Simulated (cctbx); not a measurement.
**HAuS2: as given, inverted or twinned?**

Space group Pmn2_1 (no. 31), a = 3.7570 Å, b = 8.7350 Å, c = 5.4370 Å, α = 90.00°, β = 90.00°, γ = 90.00°.

```csv
atom,mult.,x,y,z,Ueq (Å²)
Au1,2,0,0.7597,0.2935,0.0146
S1,2,0,0.1649,0.0435,0.0267
S2,2,0,0.3244,0.5257,0.0287
H1,2,1/2,0.7418,0.8225,0.0879
```

The model was made for the exercise: a known structure type with other elements put in, its volume estimated, not relaxed; displacement parameters are assumed.

Data sets are simulated with cctbx and refined with Bijvoet mates kept apart; Flack x is then fitted as the share of an inverted twin with the atoms fixed, Hooft y from the Bijvoet differences. The group is acentric but holds improper operations, so there is an absolute structure (orientation) and no hand.

Untwinned crystal. What Flack and Hooft values should come out?

```
  λ (Å)  extinction (unmodelled)  d min (Å)  top counts  error (%)     model      R1  Flack x  s.u.  Hooft y   s.u.  pairs
0.71073                      0.3       0.77        5000          3  as given  0.0221     0.03  0.04    0.024  0.035    209
0.71073                      0.3       0.77        5000          3  inverted  0.0324     0.99  0.04    1.004  0.038    209
1.54184                      0.1       0.83       40000          3  as given  0.0090     0.04  0.02    0.020  0.021    169
```

With Mo Kα, x is within 3 s.u. of 0, so the absolute structure is right. With Cu Kα, x is within 3 s.u. of 0, so the absolute structure is right. Inverting the model turns x into about 1 − x.

A further crystal gives:

| λ (Å) | extinction (unmodelled) | d min (Å) | top counts | error (%) | model | R1 | Flack x | s.u. | Hooft y | s.u. | pairs |
| --- | --- | --- | --- | --- | --- | --- | --- | --- | --- | --- | --- |
| 0.71073 | 0 | 0.8 | 70000 | 6 | as given | 0.0178 | 0.279 | 0.015 | 0.275 | 0.017 | 189 |

**Question.** What is it?

It was simulated as an inversion twin with a fraction 0.3 of the inverted domain. Flack x is over 3 s.u. from both 0 and 1 and reads that fraction.

[Logs are printed without paths, hosts, clocks, repeated set-up lines and the standing remarks that a program may print on its own settings, such as how far it seeks lower states.]
